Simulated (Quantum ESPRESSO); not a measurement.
# GaSb (F-43m): how pressure shifts the optical phonon

Aim: the Grüneisen parameter and the pressure coefficient of an optical mode of GaSb (F-43m).

Method: DFT LDA, scalar-relativistic, plane waves, GBRV ultrasoft pseudopotentials, in Quantum ESPRESSO 7.5.

The database entry behind the starting cell differs from later determinations by our own check (about 0.4 % long), so it need not match the best structure at ambient conditions.

**1. The relaxed structure**

It takes space group F-43m (No. 216, cubic). Conventional cell: a = 6.047 Å, b = 6.047 Å, c = 6.047 Å, α = 90.00°, β = 90.00°, γ = 90.00°. Nearest to Ga lie 4 Sb at 2.62 Å. Nearest to Sb lie 4 Ga at 2.62 Å. Farther neighbours are not listed.

Coordinates:

```
CELL_PARAMETERS angstrom
-3.02365 0.00000 3.02365
0.00000 3.02365 3.02365
-3.02365 3.02365 0.00000
ATOMIC_POSITIONS crystal
Ga 0.00000 0.00000 0.00000
Sb 0.25000 0.25000 0.25000
```

This is the cell after its relaxation at this level of theory, not the database cell from which that began.

**2. Runs at several volumes**

The relaxed cell is scaled uniformly; in this structure symmetry fixes all atoms, so nothing has to be relaxed anew. Each volume gets a ground state and a response at Γ. The mode followed is the highest one without the macroscopic field, of symmetry T2; longitudinal polar modes lie higher. Cutoff 50 Ry, k mesh 8×8×8 with shifts.

From the response at V/V₀ = 0.94:

Output:

```text
[banners, grids, parts of the stress and lines that vanish by symmetry left out]
Program PHONON v.7.5
     Reading xml data from directory:

[...]
Exchange-correlation= PZ
                           (   1   1   0   0   0   0   0)
[...]
kinetic-energy cut-off    =      50.0000  Ry
     charge density cut-off    =     400.0000  Ry
     convergence threshold     =      1.0E-18
[...]
Exchange-correlation= PZ
                           (   1   1   0   0   0   0   0)
[...]
q = (   0.0000000   0.0000000   0.0000000 )
     25 Sym.Ops. (with q -> -q+G )
     G cutoff = 1269.7111  (  47447 G-vectors)     FFT grid: ( 54, 54, 54)
     G cutoff =  634.8555  (  16625 G-vectors)  smooth grid: ( 36, 36, 36)
     number of k points=    60
[...]
Mode symmetry, T_d (-43m)  point group:
[...]
Dielectric constant
[...]
End of electric fields calculation
          Dielectric constant in cartesian axis
          (      16.530643256      -0.000000000      -0.000000000 )
          (      -0.000000000      16.530643256       0.000000000 )
          (      -0.000000000       0.000000000      16.530643256 )
          Effective charges (d Force / dE) in cartesian axis without acoustic sum rule applied (asr)
           atom    1  Ga    Mean Z*:        1.50208
      Ex  (        1.50208        0.00000        0.00000 )
      Ey  (        0.00000        1.50208       -0.00000 )
      Ez  (       -0.00000       -0.00000        1.50208 )
           atom    2  Sb    Mean Z*:       -1.50891
      Ex  (       -1.50891        0.00000        0.00000 )
      Ey  (       -0.00000       -1.50891        0.00000 )
      Ez  (        0.00000       -0.00000       -1.50891 )
          Effective charges Sum: Mean:       -0.00683
[...]
Effective charges (d Force / dE) in cartesian axis with asr applied:
           atom    1  Ga    Mean Z*:        1.50549
[...]
atom    2  Sb    Mean Z*:       -1.50549
[...]
Representation #   1 modes #   1   2   3
[...]
End of self-consistent calculation
     Convergence has been achieved
     Representation #   2 modes #   4   5   6
[...]
End of self-consistent calculation
     Convergence has been achieved
[...]
Dielectric constant in cartesian axis
          (      16.530643256      -0.000000000      -0.000000000 )
          (      -0.000000000      16.530643256       0.000000000 )
          (      -0.000000000       0.000000000      16.530643256 )
          Effective charges (d Force / dE) in cartesian axis without acoustic sum rule applied (asr)
           atom    1  Ga    Mean Z*:        1.50208
      Ex  (        1.50208        0.00000        0.00000 )
      Ey  (        0.00000        1.50208       -0.00000 )
      Ez  (       -0.00000       -0.00000        1.50208 )
           atom    2  Sb    Mean Z*:       -1.50891
      Ex  (       -1.50891        0.00000        0.00000 )
      Ey  (       -0.00000       -1.50891        0.00000 )
      Ez  (        0.00000       -0.00000       -1.50891 )
          Effective charges Sum: Mean:       -0.00683
[...]
Effective charges (d Force / dE) in cartesian axis with asr applied:
           atom    1  Ga    Mean Z*:        1.50549
[...]
atom    2  Sb    Mean Z*:       -1.50549
[...]
q = (    0.000000000   0.000000000   0.000000000 )
[...]
freq (    1) =      -0.234823 [THz] =      -7.832855 [cm-1]
     freq (    2) =      -0.234823 [THz] =      -7.832855 [cm-1]
     freq (    3) =      -0.234823 [THz] =      -7.832855 [cm-1]
     freq (    4) =       7.329599 [THz] =     244.489090 [cm-1]
     freq (    5) =       7.329599 [THz] =     244.489090 [cm-1]
     freq (    6) =       7.329599 [THz] =     244.489090 [cm-1]
[...]
Mode symmetry, T_d (-43m)  point group:
     freq (   1-   3) =         -7.8  [cm-1]   --> T_2  G_15 P_4   I+R
     freq (   4-   6) =        244.5  [cm-1]   --> T_2  G_15 P_4   I+R

   JOB DONE.
```

One volume, V/V₀ = 1.03, is held back as a test.

```
V/V₀  volume (Å³/atom)  pressure (GPa)   ω (cm⁻¹)
0.94            25.985            3.95     244.49
0.97            26.814            1.77     235.26
   1            27.643           -0.07     226.57
1.03            28.473           -1.62  held back
1.06            29.302           -2.92     210.40
```

**3. The fit**

The mode Grüneisen parameter is γ = −d ln ω / d ln V.

```
ln(V/V₀)    ln ω
 -0.0619  5.4992
 -0.0305  5.4607
  0.0000  5.4231
  0.0583  5.3490
```

A straight line through these points has the slope -1.251, so γ = 1.25; at V/V₀ = 1.03 it predicts ω = exp(5.4223 − 0.0370) = 218.19 cm⁻¹.

A parabola of pressure against ln V through V/V₀ = 0.97, 1 and 1.03 gives the bulk modulus B = −dP/d ln V = 56 GPa at V₀. With ω₀ from the fitted line the pressure coefficient follows as dω/dP = γ ω₀ / B = 1.25 × 226.4 / 56 = 5.03 cm⁻¹/GPa.

**4. The run that was held back**

Output:

```text
[banners, grids, parts of the stress and lines that vanish by symmetry left out]
[banner, memory and clock lines left out]
Program PHONON v.7.5

[...]
Exchange-correlation= PZ
                           (   1   1   0   0   0   0   0)
[...]
kinetic-energy cut-off    =      50.0000  Ry
     charge density cut-off    =     400.0000  Ry
     convergence threshold     =      1.0E-18
[...]
Exchange-correlation= PZ
                           (   1   1   0   0   0   0   0)
[...]
q = (   0.0000000   0.0000000   0.0000000 )
     25 Sym.Ops. (with q -> -q+G )
     G cutoff = 1349.5154  (  51733 G-vectors)     FFT grid: ( 54, 54, 54)
     G cutoff =  674.7577  (  18197 G-vectors)  smooth grid: ( 40, 40, 40)
     number of k points=    60
[...]
Mode symmetry, T_d (-43m)  point group:
[...]
Dielectric constant
[...]
End of electric fields calculation
          Dielectric constant in cartesian axis
          (      20.802121752      -0.000000000       0.000000000 )
          (      -0.000000000      20.802121752      -0.000000000 )
          (       0.000000000      -0.000000000      20.802121752 )
          Effective charges (d Force / dE) in cartesian axis without acoustic sum rule applied (asr)
           atom    1  Ga    Mean Z*:        1.75192
      Ex  (        1.75192        0.00000        0.00000 )
      Ey  (       -0.00000        1.75192        0.00000 )
      Ez  (        0.00000        0.00000        1.75192 )
           atom    2  Sb    Mean Z*:       -1.76839
      Ex  (       -1.76839       -0.00000       -0.00000 )
[...]
Representation #   1 modes #   1   2   3
[...]
End of self-consistent calculation
     Convergence has been achieved
     Representation #   2 modes #   4   5   6
[...]
End of self-consistent calculation
     Convergence has been achieved
[...]
Dielectric constant in cartesian axis
          (      20.802121752      -0.000000000       0.000000000 )
          (      -0.000000000      20.802121752      -0.000000000 )
          (       0.000000000      -0.000000000      20.802121752 )
          Effective charges (d Force / dE) in cartesian axis without acoustic sum rule applied (asr)
           atom    1  Ga    Mean Z*:        1.75192
      Ex  (        1.75192        0.00000        0.00000 )
      Ey  (       -0.00000        1.75192        0.00000 )
      Ez  (        0.00000        0.00000        1.75192 )
           atom    2  Sb    Mean Z*:       -1.76839
      Ex  (       -1.76839       -0.00000       -0.00000 )
      Ey  (       -0.00000       -1.76839        0.00000 )
      Ez  (       -0.00000       -0.00000       -1.76839 )
          Effective charges Sum: Mean:       -0.01647
[...]
Effective charges (d Force / dE) in cartesian axis with asr applied:
           atom    1  Ga    Mean Z*:        1.76016
[...]
atom    2  Sb    Mean Z*:       -1.76016
[...]
q = (    0.000000000   0.000000000   0.000000000 )
[...]
freq (    1) =      -0.228556 [THz] =      -7.623794 [cm-1]
     freq (    2) =      -0.228556 [THz] =      -7.623794 [cm-1]
     freq (    3) =      -0.228556 [THz] =      -7.623794 [cm-1]
     freq (    4) =       6.545161 [THz] =     218.323073 [cm-1]
     freq (    5) =       6.545161 [THz] =     218.323073 [cm-1]
     freq (    6) =       6.545161 [THz] =     218.323073 [cm-1]
[...]
Mode symmetry, T_d (-43m)  point group:
     freq (   1-   3) =         -7.6  [cm-1]   --> T_2  G_15 P_4   I+R
     freq (   4-   6) =        218.3  [cm-1]   --> T_2  G_15 P_4   I+R
```

It gives 218.32 cm⁻¹ against the predicted 218.19 cm⁻¹, a miss of 0.1 cm⁻¹.

**5. Results**

```
mode Grüneisen parameter : 1.251
bulk modulus             : 56.3 GPa
pressure coefficient     : 5.03 cm⁻¹/GPa
```

The highest optical mode of GaSb (F-43m) without the LO-TO term stiffens by 5.03 cm⁻¹ a GPa near the relaxed volume, with γ = 1.25. The power law meets all 5 runs within 0.08 %; between neighbouring volumes γ runs from 1.22 to 1.29. Such a coefficient turns a measured shift of this mode into a hydrostatic stress; uniaxial or biaxial stress splits the mode and needs deformation potentials. These are harmonic values at zero temperature for the structure held cubic, which a run at Γ can't show to be stable; the bulk modulus rests on three points.

[Host names and launcher messages were left out of these logs when they were recorded.]

[Logs are printed without paths, hosts, clocks, repeated set-up lines and the standing remarks that a program may print on its own settings, such as how far it seeks lower states.]

[Hosts, paths, dates, database ids (printed as entryN), source tags and the programs' standing remarks are cut or masked in the printed files.]
